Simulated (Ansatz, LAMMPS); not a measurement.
**Amorphous poly(vinylidene fluoride) (as short chains C12F10H16) at 300 K (114 atoms) under strain**

Aim: relax amorphous poly(vinylidene fluoride) (as short chains C12F10H16) at 300 K (114 atoms), then change its volume and shape to read moduli from the stress.

Method: Kohn-Sham DFT, PBE+D4, PAW (set soft_2), plane waves, in Ansatz 0.2.0.

### Step 1. Starting point

The cell holds 114 atoms: 36 C, 30 F and 48 H. Cell: a = 10.302 Å, b = 10.302 Å, c = 10.302 Å, α = 90.0°, β = 90.0°, γ = 90.0°. 3 poly(vinylidene fluoride) chains of 5 units with methyl end groups placed at random, at 1.6 g/cm³; overlaps pushed apart, then 20 ps at 800 K with MMFF94 bonds, angles, torsions, charges and radii (Halgren, J. Comput. Chem. 17, 490 (1996)) in harmonic and 12-6 forms. Snapshot after 30 ps at 300 K and fixed volume.

Limits known from the start: The network of contacts between molecules at the start is that of the classical potential that made the cell, and needn't be the one that DFT or experiment would give. Sampling is at Γ alone.

### Step 2. Single point at the start

A single point comes first, to see the forces before anything moves.

Input file input.yaml:

```yaml
crystal:
  lattice:
    - [10.30155, 0.0, 0.0]
    - [0.0, 10.30155, 0.0]
    - [0.0, 0.0, 10.30155]
  atoms:
    - { symbol: C, position: [0.61375, 0.23066, 0.26887] }
    - { symbol: C, position: [0.60712, 0.18548, 0.12444] }
    - { symbol: C, position: [0.54459, 0.05208, 0.13216] }
    - { symbol: F, position: [0.41392, 0.07008, 0.15628] }
    - { symbol: F, position: [0.5998, 0.99159, 0.23986] }
    - { symbol: C, position: [0.56118, 0.98013, 0.00907] }
    - { symbol: C, position: [0.51817, 0.84552, 0.03529] }
    - { symbol: F, position: [0.3879, 0.84459, 0.06052] }
    - { symbol: F, position: [0.58486, 0.78673, 0.12787] }
    - { symbol: C, position: [0.53631, 0.75871, 0.91942] }
    - { symbol: C, position: [0.41867, 0.76097, 0.83448] }
    - { symbol: F, position: [0.38456, 0.88778, 0.81526] }
    - { symbol: F, position: [0.32163, 0.69458, 0.90248] }
    - { symbol: C, position: [0.43038, 0.69337, 0.70068] }
    - { symbol: C, position: [0.48302, 0.79851, 0.60389] }
    - { symbol: F, position: [0.38416, 0.88428, 0.58612] }
    - { symbol: F, position: [0.58354, 0.86713, 0.65689] }
    - { symbol: C, position: [0.51806, 0.74638, 0.4649] }
    - { symbol: C, position: [0.62979, 0.65465, 0.46802] }
    - { symbol: F, position: [0.5789, 0.53926, 0.50752] }
    - { symbol: F, position: [0.71095, 0.68872, 0.5683] }
    - { symbol: C, position: [0.70916, 0.64616, 0.34358] }
    - { symbol: H, position: [0.63628, 0.32812, 0.27544] }
    - { symbol: H, position: [0.69485, 0.17588, 0.31746] }
    - { symbol: H, position: [0.52129, 0.20531, 0.30937] }
    - { symbol: H, position: [0.54513, 0.25439, 0.06634] }
    - { symbol: H, position: [0.70083, 0.18042, 0.07906] }
    - { symbol: H, position: [0.66375, 0.99163, 0.9785] }
    - { symbol: H, position: [0.49494, 0.0178, 0.94096] }
    - { symbol: H, position: [0.54478, 0.65711, 0.9518] }
    - { symbol: H, position: [0.62587, 0.78563, 0.86454] }
    - { symbol: H, position: [0.33265, 0.67184, 0.6716] }
    - { symbol: H, position: [0.48826, 0.61276, 0.70955] }
    - { symbol: H, position: [0.55928, 0.83225, 0.41214] }
    - { symbol: H, position: [0.4328, 0.70835, 0.41303] }
    - { symbol: H, position: [0.73252, 0.74051, 0.31455] }
    - { symbol: H, position: [0.80177, 0.58924, 0.36239] }
    - { symbol: H, position: [0.66487, 0.60063, 0.26002] }
    - { symbol: C, position: [0.61909, 0.21205, 0.74081] }
    - { symbol: C, position: [0.6707, 0.1443, 0.61959] }
    - { symbol: C, position: [0.78832, 0.06581, 0.66784] }
    - { symbol: F, position: [0.88366, 0.14684, 0.69684] }
    - { symbol: F, position: [0.75806, 0.98903, 0.77611] }
    - { symbol: C, position: [0.82395, 0.97563, 0.55958] }
    - { symbol: C, position: [0.93712, 0.89013, 0.59283] }
    - { symbol: F, position: [0.96194, 0.80873, 0.49406] }
    - { symbol: F, position: [0.90857, 0.81238, 0.69649] }
    - { symbol: C, position: [0.05991, 0.95708, 0.63634] }
    - { symbol: C, position: [0.11423, 0.04851, 0.53573] }
    - { symbol: F, position: [0.16993, 0.98058, 0.43206] }
    - { symbol: F, position: [0.01901, 0.13062, 0.48859] }
    - { symbol: C, position: [0.21538, 0.14033, 0.59085] }
    - { symbol: C, position: [0.26809, 0.23682, 0.49432] }
    - { symbol: F, position: [0.38045, 0.28277, 0.54896] }
    - { symbol: F, position: [0.30061, 0.17402, 0.38668] }
    - { symbol: C, position: [0.17793, 0.35282, 0.46711] }
    - { symbol: C, position: [0.24394, 0.47214, 0.40829] }
    - { symbol: F, position: [0.32311, 0.52823, 0.49161] }
    - { symbol: F, position: [0.14569, 0.55622, 0.38827] }
    - { symbol: C, position: [0.31708, 0.44964, 0.28608] }
    - { symbol: H, position: [0.58235, 0.13846, 0.80513] }
    - { symbol: H, position: [0.69677, 0.26236, 0.78252] }
    - { symbol: H, position: [0.55051, 0.28974, 0.71148] }
    - { symbol: H, position: [0.69978, 0.21448, 0.54326] }
    - { symbol: H, position: [0.59969, 0.07996, 0.57263] }
    - { symbol: H, position: [0.74595, 0.9079, 0.53573] }
    - { symbol: H, position: [0.83851, 0.02156, 0.4655] }
    - { symbol: H, position: [0.13668, 0.88373, 0.65277] }
    - { symbol: H, position: [0.0391, 0.00885, 0.73144] }
    - { symbol: H, position: [0.18499, 0.1893, 0.67898] }
    - { symbol: H, position: [0.29336, 0.07138, 0.63081] }
    - { symbol: H, position: [0.1293, 0.37916, 0.55193] }
    - { symbol: H, position: [0.10298, 0.31668, 0.40092] }
    - { symbol: H, position: [0.26579, 0.40127, 0.20873] }
    - { symbol: H, position: [0.34732, 0.53937, 0.24704] }
    - { symbol: H, position: [0.41077, 0.40757, 0.30732] }
    - { symbol: C, position: [0.29267, 0.3908, 0.92793] }
    - { symbol: C, position: [0.28789, 0.25696, 0.98819] }
    [... 30 atom lines left out ...]
    - { symbol: H, position: [0.9799, 0.64729, 0.23707] }
    - { symbol: H, position: [0.05068, 0.52272, 0.91445] }
    - { symbol: H, position: [0.97727, 0.66259, 0.84686] }
    - { symbol: H, position: [0.80304, 0.45786, 0.65234] }
    - { symbol: H, position: [0.95338, 0.53573, 0.65141] }
    - { symbol: H, position: [0.94102, 0.35998, 0.6915] }
kpoints:
  mp_grid: { grid: [1, 1, 1] }
hamiltonian:
  xc: pbe
  dispersion: d4
scf:
  occupations: { method: fixed }
output:
  forces: true
```

Started as:

```sh
> ansatz run input.yaml --threads 4 --pin off --max-ram 8192MiB --backend cpu --events-out ev --progress --plain --runs-dir out
```

What it wrote:

```text
[...]
Pseudopotentials: kind: paw
Pseudopotential: C, paw, valence charge 4, recommended cutoff 420 eV (normal), C.paw.azcp
Pseudopotential: F, paw, valence charge 7, recommended cutoff 420 eV (normal), F.paw.azcp
Pseudopotential: H, paw, valence charge 1, recommended cutoff 420 eV (normal), H.paw.azcp
[... 5 lines on functional and potentials left out ...]
Crystal: 114 atoms, lattice volume = 1093.220 Å³
Basis set: ecut = 420 eV, 21367 PW (Γ), exchange–correlation on 144×144×144 points (8 copies of the dense FFT grid, shifted against one another)
Bands: 315, of which v1, the nominal top of the filled ones, is band 201 counted from 1 (200 counted from 0)
Symmetry: 1 space group operations
Space group: P1 (ITA 1), of the structure as read, at distance tolerance 1.0e-4 Å
k-points: 1
[... 7 lines on functional and potentials left out ...]
Initial density: superposition of atomic densities (neutral atoms: chi_scale 0, normalization atom), corrected by the library's trained network
Initial wavefunctions: pseudopotential atomic-orbital guess
[...]
SCF iter   1: F=—  HF=-34043.707444 eV  |F-HF|=—  |Δ(HF+E_count)|=         —  Δρ=5.19e-3  dr2=2.97e-1  ethr=1.77e-3  ⟨swp⟩=5.0  Hψ=982  notcnv=0  defer=112
preconditioner: auto → Resta (q_TF=auto, 2.309 Å⁻¹)  ε∞=2.5  [insulator: Δε(μ)=6.076 eV  Ē_g=18.643 eV  n_scr=250 (ndim 8)  ℏωp=22.5 eV  f_vac=0.250  ε∞_Penn≈2.5]
SCF iter   2: F=—  HF=-34043.659751 eV  |F-HF|=—  |Δ(HF+E_count)|=   4.77e-2  Δρ=2.40e-3  dr2=5.31e-2  ethr=7.38e-5  ⟨swp⟩=2.0  Hψ=451  notcnv=0  defer=112
SCF iter   3: F=—  HF=-34043.658656 eV  |F-HF|=—  |Δ(HF+E_count)|=   1.09e-3  Δρ=9.84e-4  dr2=1.23e-2  ethr=1.32e-5  ⟨swp⟩=3.0  Hψ=404  notcnv=0  defer=57
automatic band count: iteration 3 solves 260 bands in place of 315: the levels show a gap, and the empty bands left out lie too high to hold charge; the band table lists the bands solved (type scf.n_extra_bands for more)
SCF iter   4: F=—  HF=-34043.658224 eV  |F-HF|=—  |Δ(HF+E_count)|=   4.32e-4  Δρ=3.02e-4  dr2=1.12e-3  ethr=3.05e-6  ⟨swp⟩=3.0  Hψ=364  notcnv=0  defer=57
SCF iter   5: F=—  HF=-34043.658300 eV  |F-HF|=—  |Δ(HF+E_count)|=   7.63e-5  Δρ=1.11e-4  dr2=1.40e-4  ethr=2.79e-7  ⟨swp⟩=2.0  Hψ=382  notcnv=0  defer=57
SCF iter   6: F=—  HF=-34043.658306 eV  |F-HF|=—  |Δ(HF+E_count)|=   5.19e-6  Δρ=4.77e-5  dr2=1.87e-5  ethr=3.49e-8  ⟨swp⟩=2.0  Hψ=400  notcnv=0  defer=57
SCF iter   7: F=—  HF=-34043.659957 eV  |F-HF|=—  |Δ(HF+E_count)|=   1.65e-3  Δρ=2.03e-5  dr2=3.11e-6  ethr=4.65e-9  ⟨swp⟩=2.0  Hψ=460  notcnv=0  defer=56
SCF iter   8: F=—  HF=-34043.659957 eV  |F-HF|=—  |Δ(HF+E_count)|=   2.64e-7  Δρ=4.88e-6  dr2=2.65e-7  ethr=7.73e-10  ⟨swp⟩=2.0  Hψ=404  notcnv=0  defer=57
SCF iter   9: F=-34043.659957 eV  HF=-34043.659957 eV  |F-HF|=1.50e-8  |Δ(HF+E_count)|=   1.64e-8  Δρ=2.03e-6  dr2=3.83e-8  ethr=2.49e-11  ⟨swp⟩=4.0  Hψ=819  notcnv=0
SCF 1 converged in 9 iterations: F = -34043.659957 eV  dr2 = 3.83e-8
[...]
SCF converged after 9 iterations
Free energy (F): -34043.659957 eV
Harris-Foulkes:  -34043.659957 eV  (|F-HF|=1.50e-8)
Internal energy: -34043.659957 eV  (E = F + TS)
E sigma→0 (E₀):  -34043.659957 eV
Fermi energy:    -0.478191 eV
--- Per-component energies (eV) ---
[...]
Σ components = -34043.659957   (vs F -34043.659957, Δ=0.00e0)
--- Forces (eV/Å), atoms counted from 1 ---
  atom   1  C      1.24627040    -2.17614784    -1.14060812
  atom   2  C     -1.00247709     1.02647537     1.25591734
  atom   3  C      0.62530001     2.42330880    -0.20147478
  atom   4  F      0.05855012    -0.36280640     0.69772684
[...]
atom 114  H      0.11636344     0.56034192     0.22861240
  max |Σ_I F_I| component: 1.69e-4 eV/Å
```

Run time: 7.7 s. Hardware: 4 threads of Intel Xeon Platinum 8375C at 2.90GHz (Ice Lake), shared host; peak memory 1.2 GiB.

The r.m.s. force at the start is 1.0 eV/Å.

[end of part 1 of 4]

[Long decimals in the printed logs are rounded to 6 places.]

[Logs are printed without paths, hosts, clocks, repeated set-up lines and the standing remarks that a program may print on its own settings, such as how far it seeks lower states.]

[Hosts, paths, dates, database ids (printed as entryN), source tags and the programs' standing remarks are cut or masked in the printed files.]

[The MMFF94 radii named for the starting cell were scaled by 0.96; in molecules described by MMFF94, hydrogen bound to N, O or S took a small fixed 12-6 site in their place.]
